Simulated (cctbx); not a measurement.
# Symmetry from intensities

Cell: a = 5.7670 Å, b = 9.9030 Å, c = 6.1280 Å, α = 90.00°, β = 90.00°, γ = 90.00°. Expected content of the cell: Ti4 P12 Si4.

The data are simulated with cctbx, not measured: synchrotron X-rays, λ = 0.4959 Å, to d = 0.77 Å, 70 % of the full sphere, strongest reflection 40000 counts, noise from counting, a 3 % proportional error and a noise floor of 8 counts (s.d.); no absorption.

Tests on the unmerged data give:

```text
2213 reflections to d = 0.770 A
centring   violations  <I/sigma> of those
    A        740 of  1075     14.0
    B        772 of  1115     12.2
    C        864 of  1094     14.9
    I        700 of  1095     10.5
    R       1097 of  1487     14.4
    F       1188 of  1642     13.7
Laue class    unique    Rint  (classes that these axes allow; Friedel mates merged)
P -1             1446   0.021
P 1 2/m 1         836   0.024
P 1 1 2/m         851   0.024
P 2/m 1 1         853   0.025
P m m m           501   0.027
space group    extra absences  I>4sigma  <I/sigma>
P 2 2 2                 0          0         -  acentric
P 2 2 21                6          0       0.7  acentric
P 21 2 2                4          0      -0.3  acentric
P 2 21 2                8          0      -0.2  acentric
P 21 21 2              12          0      -0.2  acentric
P 2 21 21              14          0       0.2  acentric
P 21 2 21              10          0       0.3  acentric
P 21 21 21             18          0       0.1  acentric
P m m 2                 0          0         -  acentric
P 2 m m                 0          0         -  acentric
P m 2 m                 0          0         -  acentric
P 21 m a               97          0       0.2  acentric
P m 2 a                97          0       0.2  acentric
P n m 21              110          0      -0.1  acentric
P n 21 m              110          0      -0.1  acentric
P n 21 a              207          0       0.0  acentric
P m m m                 0          0         -  centric
P m m a                97          0       0.2  centric
P n m m :1            110          0      -0.1  centric
P n m m :2            110          0      -0.1  centric
P n m a               207          0       0.0  centric
Wilson B = 0.88 A^2   <|E^2-1|> = 0.946 (0.968 centric, 0.736 acentric)   E^2>4: 2.5 %
shell (A)         n   <I/sigma>
 9.90 - 1.54     76     30.5
 1.54 - 1.22     64     29.5
 1.22 - 1.07     65     31.5
 1.07 - 0.97     59     25.1
 0.97 - 0.90     62     27.8
 0.90 - 0.85     60     22.4
 0.85 - 0.81     63     22.9
 0.81 - 0.77     52     25.6
```

Q: Read the symmetry from these tables.

Every centring test has many violations, so the lattice is primitive.

Rint stays low (0.021 to 0.027) up to P m m m, the highest class in these axes.

21 settings pass the absence test. The most absences obeyed, 207, belong to P n 21 a and P n m a, which absences can't tell apart.

⟨|E²−1|⟩ = 0.946 leans to a centrosymmetric structure. The Wilson B of 0.88 Å² means U ≈ 0.0111 Å².

The true group is Pnma (no. 62), Laue class mmm, centrosymmetric. The tables only narrow the choice to the tied entries; cell content, site symmetry and trial solutions must settle it.

The model was made for the exercise: a known structure type with other elements put in, its volume estimated, not relaxed; displacement parameters are assumed.

[Logs are printed without paths, hosts, clocks, repeated set-up lines and the standing remarks that a program may print on its own settings, such as how far it seeks lower states.]
